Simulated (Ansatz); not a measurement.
Reflectivity of WC (P-6m2) at normal incidence (Ansatz, PBE, independent particles, without spin-orbit coupling, line width 0.15 eV (Gaussian), carrier damping 0.1 eV):

| E (eV) | R (%) |
| --- | --- |
| 1.00 | 37.9 |
| 1.25 | 41.2 |
| 1.50 | 42.1 |
| 1.75 | 42.5 |
| 2.00 | 43.3 |
| 2.25 | 44.6 |
| 2.50 | 46.4 |
| 2.75 | 48.4 |
| 3.00 | 49.8 |
| 3.25 | 49.2 |
| 3.50 | 48.5 |
| 3.75 | 48.0 |
| 4.00 | 47.7 |
| 4.25 | 50.1 |
| 4.50 | 50.1 |
| 4.75 | 50.2 |
| 5.00 | 47.8 |

Question: What colour would a polished face show in daylight?

Answer: Light grey: CIE x = 0.304, y = 0.319, luminous reflectivity 46 % under D65, from the mean over the axes.
